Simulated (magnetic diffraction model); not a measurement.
# Which magnetic order? Tm2Cr3O12

Space group C2/c (no. 15), a = 7.2350 Å, b = 10.7810 Å, c = 10.7200 Å, β = 109.61°.

| site | atom | x | y | z |
| --- | --- | --- | --- | --- |
| 8f | Tm | 0.1617 | 0.1305 | 0.5889 |
| 8f | Cr | 0.3534 | 0.1094 | 0.9479 |
| 4e | Cr | 1/2 | 0.3659 | 3/4 |
| 8f | O | 0.2726 | 0.1764 | 0.7954 |
| 8f | O | 0.1714 | 0.9614 | 0.7241 |
| 8f | O | 0.6200 | 0.2906 | 0.8953 |
| 8f | O | 0.4485 | 0.7764 | 0.5616 |
| 8f | O | 0.1328 | 0.0450 | 0.9644 |
| 8f | O | 0.4300 | 0.0386 | 0.5676 |

The compound is invented for this exercise: a known structure type with other elements, its cell scaled to their sizes and not relaxed.

Only Tm is taken to order (form factors of Tm3+); orders and moment sizes are assumed, and not adapted to the symmetry. Radiation: neutrons of λ = 2.41 Å, 5° to 45°; isotropic B of 0.62 Å² (Tm), 0.7 Å² (Cr) and 1.22 Å² (O). Simulated constant-wavelength pattern: nuclear and magnetic terms add, the magnetic one as |2.695 fm × Σ f S⊥ exp(2πi Q·r) exp(−B s²)|², summed over all Q at one angle with the factor 1/(sin²θ cos θ). For collinear order S is the moment m, which repeats by lattice and centring translations R with the sign exp(−2πi k·R). Free-ion form factors, Sears's scattering lengths of 1992, no absorption; a label names one of the reflections at its angle. The strongest nuclear line in the range is 100, and lines under 0.2 are left out.

Above the ordering temperature:

```tsv
2θ (°)	index	I
24.15	(1 1 0)	36.3
24.17	(1 1 -1)	45.0
25.83	(0 2 0)	2.0
27.61	(0 0 2)	100.0
29.36	(0 2 1)	44.2
31.16	(1 1 1)	4.1
31.21	(1 1 -2)	11.0
38.17	(0 2 2)	2.3
41.42	(2 0 0)	5.7
41.47	(2 0 -2)	19.1
42.10	(1 1 2)	42.7
42.17	(1 1 -3)	27.6
44.55	(1 3 0)	5.3
44.56	(1 3 -1)	1.1
```

Below it (cell unchanged):

```csv
2θ (°),I
13.71,336.6
24.15,116.8
24.17,94.2
25.83,2.0
27.61,100.0
29.36,44.4
31.16,177.0
31.21,207.0
38.17,32.3
38.91,140.1
41.42,5.7
41.47,19.1
41.95,119.4
42.10,75.5
42.17,65.3
44.55,10.4
44.56,6.5
```

**Question.** Find the propagation vector, then choose among these models:
A. collinear moments along [001], 5.5 μB on Tm; signs + at (0.1617, 0.1305, 0.5889), + at (0.1617, 0.8695, 0.0889), − at (0.8383, 0.1305, 0.9111), − at (0.8383, 0.8695, 0.4111)
B. collinear moments along [001], 5.5 μB on Tm; signs + at (0.1617, 0.1305, 0.5889), − at (0.1617, 0.8695, 0.0889), + at (0.8383, 0.1305, 0.9111), − at (0.8383, 0.8695, 0.4111)
C. collinear moments along [010], 5.5 μB on Tm; signs + at (0.1617, 0.1305, 0.5889), + at (0.1617, 0.8695, 0.0889), − at (0.8383, 0.1305, 0.9111), − at (0.8383, 0.8695, 0.4111)
D. collinear moments along [010], 5.5 μB on Tm; signs + at (0.1617, 0.1305, 0.5889), − at (0.1617, 0.8695, 0.0889), + at (0.8383, 0.1305, 0.9111), − at (0.8383, 0.8695, 0.4111)

No line moves, and magnetic intensity falls on nuclear lines such as the one at 31.21°; new lines at (0 0 1), (2 0 -1) and (0 0 3) have whole indices that obey the lattice centring, at places with no nuclear intensity to speak of, so the magnetic cell equals the chemical primitive cell: k = 0.

Magnetic intensity, observed (below minus above) and for each model:

| 2θ (°) | index | observed | A | B | C | D |
| --- | --- | --- | --- | --- | --- | --- |
| 13.71 | (0 0 1) | 336.6 | <0.2 | 37.9 | <0.2 | 336.6 |
| 24.15 | (1 1 0) | 80.5 | 255.4 | 112.6 | 182.5 | 80.5 |
| 24.17 | (1 1 -1) | 49.2 | 232.1 | 49.0 | 233.2 | 49.2 |
| 25.83 | (0 2 0) | <0.2 | <0.2 | 329.1 | <0.2 | <0.2 |
| 27.61 | (0 0 2) | <0.2 | 26.2 | <0.2 | 232.9 | <0.2 |
| 29.36 | (0 2 1) | 0.1 | 292.2 | 0.6 | 80.7 | 0.1 |
| 31.16 | (1 1 1) | 172.9 | <0.2 | 172.5 | <0.2 | 172.9 |
| 31.21 | (1 1 -2) | 196.0 | 0.6 | 71.5 | 1.8 | 196.0 |

Model D matches.

The absence at (0 2 0) is telling: Q lies along the moments there, so the part normal to Q vanishes.

The structure used: k = (0 0 0), collinear moments along [010], 5.5 μB on Tm; signs + at (0.1617, 0.1305, 0.5889), − at (0.1617, 0.8695, 0.0889), + at (0.8383, 0.1305, 0.9111), − at (0.8383, 0.8695, 0.4111).

[Logs are printed without paths, hosts, clocks, repeated set-up lines and the standing remarks that a program may print on its own settings, such as how far it seeks lower states.]
